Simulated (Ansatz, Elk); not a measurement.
# Sn4B2CN: X-ray structure factors from the self-consistent density

The structure of Sn4B2CN used here is made up (a known structure type with other elements) and was relaxed beforehand with PBE. The aim is the Fourier transform of its all-electron density, F(hkl), set beside the sum over free spherical atoms that refinements use.

Program: Elk 11.2.3 (patched build). Level of theory: DFT, PBE, all-electron APW+lo, Dirac cores, scalar-relativistic bands, static density, no spin. Results are calculated unless marked as measured.

This account leaves out most program logs.

The structure was built from a prototype and need not be the compound's stable phase.

**1. Set-up**

It takes space group P-3m1 (No. 164, trigonal). The conventional cell has a = 3.408 Å, b = 3.408 Å, c = 11.977 Å, α = 90.00°, β = 90.00°, γ = 120.00°. Nearest to Sn lie 3 C at 2.41 Å and 3 B at 2.55 Å. Sn has 3 N at 2.45 Å and 3 B at 2.48 Å nearest. Nearest to N lie 6 Sn at 2.45 Å. Nearest to C lie 6 Sn at 2.41 Å. Nearest to B lie 6 Sn at 2.48 to 2.55 Å. Farther neighbours and most contacts between anions are not listed.

Structure file:

```cif
data_structure
_symmetry_space_group_name_H-M 'P-3m1'
_symmetry_Int_Tables_number 164
_cell_length_a 3.4084
_cell_length_b 3.4084
_cell_length_c 11.9770
_cell_angle_alpha 90.000
_cell_angle_beta 90.000
_cell_angle_gamma 120.000
_cell_volume 120.50
loop_
_atom_site_label
_atom_site_type_symbol
_atom_site_symmetry_multiplicity
_atom_site_Wyckoff_symbol
_atom_site_fract_x
_atom_site_fract_y
_atom_site_fract_z
_atom_site_occupancy
Sn1 Sn 2 d 0.66667 0.33333 0.11638 1
Sn2 Sn 2 d 0.33333 0.66667 0.62243 1
N1 N 1 b 0.00000 0.00000 0.50000 1
C1 C 1 a 0.00000 0.00000 0.00000 1
B1 B 2 d 0.33333 0.66667 0.25152 1
```

**2. Ground state and structure factors**

An all-electron density is needed, since X-rays see the cores too. Task 0 finds the density and task 195 Fourier-transforms it; tshift is off so that phases refer to the origin typed.

elk.in

```
tasks
  0
  195

xctype
  20

spinpol
  .false.

rgkmax
  7.0

gmaxvr
  14.0

lmaxo
  7

lmaxapw
  8

swidth
  0.002

tshift
  .false.

ramdisk
  .false.

hmaxvr
  5.5

maxscl
  120

epspot
  1e-06

sppath
  './'

avec
  6.44094054391 0.00000000000 0.00000000000
  -3.22047027196 5.57801813529 -0.00000000000
  0.00000000000 -0.00000000000 22.63316175007

atoms
  4
  'Sn.in'
  4
  0.6666666667 0.3333333333 0.1163809980   0.000000 0.000000 0.000000
  0.3333333333 0.6666666667 0.8836190020   0.000000 0.000000 0.000000
  0.3333333333 0.6666666667 0.6224343763   0.000000 0.000000 0.000000
  0.6666666667 0.3333333333 0.3775656237   0.000000 0.000000 0.000000
  'N.in'
  1
  0.0000000000 0.0000000000 0.5000000000   0.000000 0.000000 0.000000
  'C.in'
  1
  0.0000000000 0.0000000000 -0.0000000000   0.000000 0.000000 0.000000
  'B.in'
  2
  0.3333333333 0.6666666667 0.2515164995   0.000000 0.000000 0.000000
  0.6666666667 0.3333333333 0.7484835005   0.000000 0.000000 0.000000

ngridk
  8 8 2
```

Run with:

```console
OMP_NUM_THREADS=4 elk
```

Wall time 59 s (4 threads of Intel Xeon Platinum 8559C (Emerald Rapids), shared host); peak memory 0.32 GiB; 2.8 min of CPU time.

SFACRHO.OUT:

```text

h k l indices transformed by vhmat matrix:
   1.000000000       0.000000000       0.000000000    
   0.000000000       1.000000000       0.000000000    
   0.000000000       0.000000000       1.000000000    

      h      k      l  multipl.   |H|            Re(F)            Im(F)           |F|

      0      0      0      1   0.0000000       223.00000      0.67642101E-16   223.00000    
      0      0     -1      2  0.27760970       1.4676884      0.22216992E-13   1.4676884    
      0      0     -2      2  0.55521941       16.358569      0.15555200E-13   16.358569    
      0      0     -3      2  0.83282911       7.1894463     -0.41260127E-13   7.1894463    
      0      0      4      2   1.1104388      -150.61192      0.10967436E-12   150.61192    
      0     -1      0      6   1.1264189      -77.843668     -0.11990123E-13   77.843668    
      1     -1      1      6   1.1601236      -95.267947     -0.24332896E-13   95.267947    
      1      0      1      6   1.1601236       91.099461     -0.25567173E-13   91.099461    
      0     -1     -2      6   1.2558217       6.5188705     -0.34207114E-13   6.5188705    
      0      1     -2      6   1.2558217       5.9930759      0.35265066E-13   5.9930759    
      0      0      5      2   1.3880485      -9.9005913      0.10579520E-12   9.9005913    
      1     -1      3      6   1.4008654      -115.83236     -0.16750906E-13   115.83236    
      0     -1      3      6   1.4008654       106.65856     -0.49723743E-13   106.65856    
      1      0     -4      6   1.5817377       70.407969      0.33501813E-13   70.407969    
      0      1     -4      6   1.5817377       89.963933      0.62419167E-13   89.963933    
      0      0     -6      2   1.6656582      -28.467018     -0.35176904E-13   28.467018    
      1     -1     -5      6   1.7875957      -72.298720     -0.10755845E-12   72.298720    
      0     -1     -5      6   1.7875957       78.751021      0.10403195E-12   78.751021
```

Elk indexes on the primitive cell of elk.in and gives |H| = 4π sin θ/λ in inverse bohr. Below, one row stands for each form hkl of the conventional cell (m members, Friedel mates merged), F is for one primitive cell and the density is static (no thermal factor). Free-atom factors are Waasmaier and Kirfel's, and R is Σm||F|−|F'||/Σm|F|.

| hkl | m | sin θ/λ (Å⁻¹) | abs F, DFT | neutral atoms | diff. |
| --- | --- | --- | --- | --- | --- |
| 001 | 2 | 0.042 | 1.468 | 1.443 | +0.024 |
| 002 | 2 | 0.084 | 16.359 | 16.433 | -0.074 |
| 003 | 2 | 0.125 | 7.189 | 7.078 | +0.112 |
| 004 | 2 | 0.167 | 150.612 | 151.630 | -1.018 |
| 100 | 6 | 0.169 | 77.844 | 78.244 | -0.400 |
| 011 | 6 | 0.174 | 95.268 | 95.686 | -0.418 |
| 101 | 6 | 0.174 | 91.100 | 91.476 | -0.376 |
| 012 | 6 | 0.189 | 6.519 | 5.811 | +0.708 |
| 102 | 6 | 0.189 | 5.993 | 5.239 | +0.754 |
| 005 | 2 | 0.209 | 9.901 | 9.885 | +0.016 |
| 013 | 6 | 0.211 | 115.832 | 115.775 | +0.057 |
| 103 | 6 | 0.211 | 106.659 | 106.633 | +0.026 |
| 014 | 6 | 0.238 | 70.408 | 70.231 | +0.177 |
| 104 | 6 | 0.238 | 89.964 | 89.801 | +0.163 |

**3. The highest occupied states alone**

An energy window below the Fermi level keeps the highest occupied states, to see at which angles they scatter; shallow core shells can lie inside it and anion s states outside. No new self-consistency is needed.

Changes to elk.in since step 2:

```diff
@@ -1,3 +1,2 @@
 tasks
-  0
   195
@@ -40,2 +39,5 @@
 
+wsfac
+  -0.249610 0.601630
+
 sppath
```

Run with:

```console
OMP_NUM_THREADS=4 elk
```

It took 14 s on 4 threads; peak memory 0.18 GiB.

States within 15 eV below the Fermi level hold 30.59 electrons; any levels below the window count with the cores, and a count that is not whole means the window cuts a band. Their amplitudes can exceed the total, where window and core parts have opposite phase:

| hkl | sin θ/λ (Å⁻¹) | abs F, window | abs F, all |
| --- | --- | --- | --- |
| 001 | 0.042 | 0.490 | 1.468 |
| 002 | 0.084 | 3.435 | 16.359 |
| 003 | 0.125 | 0.383 | 7.189 |
| 004 | 0.167 | 5.797 | 150.612 |
| 100 | 0.169 | 3.037 | 77.844 |
| 011 | 0.174 | 0.128 | 95.268 |
| 101 | 0.174 | 1.827 | 91.100 |
| 012 | 0.189 | 5.878 | 6.519 |
| 102 | 0.189 | 5.982 | 5.993 |
| 005 | 0.209 | 0.949 | 9.901 |

**4. Another functional**

The difference from free atoms is small, so it is set against the change that LDA (Perdew-Wang) makes.

Changes to elk.in since step 3:

```diff
@@ -1,2 +1,3 @@
 tasks
+  0
   195
@@ -4,3 +5,3 @@
 xctype
-  20
+  3
 
@@ -39,5 +40,2 @@
 
-wsfac
-  -0.249610 0.601630
-
 sppath
```

Run with:

```console
OMP_NUM_THREADS=4 elk
```

Elapsed: 38 s, on 4 threads; peak memory 0.23 GiB; 1.8 min of CPU time.

Against the first run R = 0.04 %; the largest change is +0.090 at 004.

**5. A coarser k-mesh**

About half the k-points along each axis test the sampling.

Changes to elk.in since step 4:

```diff
@@ -5,3 +5,3 @@
 xctype
-  3
+  20
 
@@ -68,2 +68,2 @@
 ngridk
-  8 8 2
+  4 4 1
```

Run with:

```console
OMP_NUM_THREADS=4 elk
```

Wall time 32 s (4 threads); peak memory 0.28 GiB.

Against the first run R = 0.01 %; the largest change is +0.092 at 004.

**6. Settings against the effect**

| run | R against the first run (%) | R against neutral atoms, low angle (%) | wall time |
| --- | --- | --- | --- |
| PBE, rgkmax 7 | 0.00 | 0.39 | 59 s |
| LDA (Perdew-Wang) | 0.04 | 0.37 | 38 s |
| k-mesh 4×4×1 | 0.01 | 0.38 | 32 s |

**7. What came out**

```
R against neutral atoms, sin θ/λ < 0.3 Å⁻¹ : 0.39 %
R against neutral atoms, 0.3 to 0.66 Å⁻¹   : 0.12 %
```

Independent neutral atoms miss the calculated amplitudes by R = 0.39 % below 0.3 Å⁻¹ and 0.12 % from there to 0.66 Å⁻¹; by shells, 0.84 % below 0.15 Å⁻¹ (3 forms), 0.39 % 0.15 to 0.3 (17 forms), 0.14 % 0.3 to 0.45 (34 forms), 0.10 % above 0.45 (95 forms). Bonding, aspherical density and the tables' own atoms all enter these figures, and the runs don't part them. The largest change of an amplitude is -1.02 electrons, at 004. The window's part falls from 30.6 electrons at the origin to at most 0.48 between 0.45 and 0.66 Å⁻¹. Below 0.3 Å⁻¹ the changes that finished (LDA (Perdew-Wang) and k-mesh 4×4×1) move F by R = 0.05 % at most, against the 0.39 % that separates it from free atoms. The basis has no finished test. The electron count is odd, so without spin the run is a metal by force. Part of the difference isn't bonding: the tables are fits to free atoms and ions calculated by other methods than this functional. Thermal motion, anomalous dispersion and extinction are left out.

[Logs are printed without paths, hosts, clocks, repeated set-up lines and the standing remarks that a program may print on its own settings, such as how far it seeks lower states.]

[Hosts, paths, dates, database ids (printed as entryN), source tags and the programs' standing remarks are cut or masked in the printed files.]
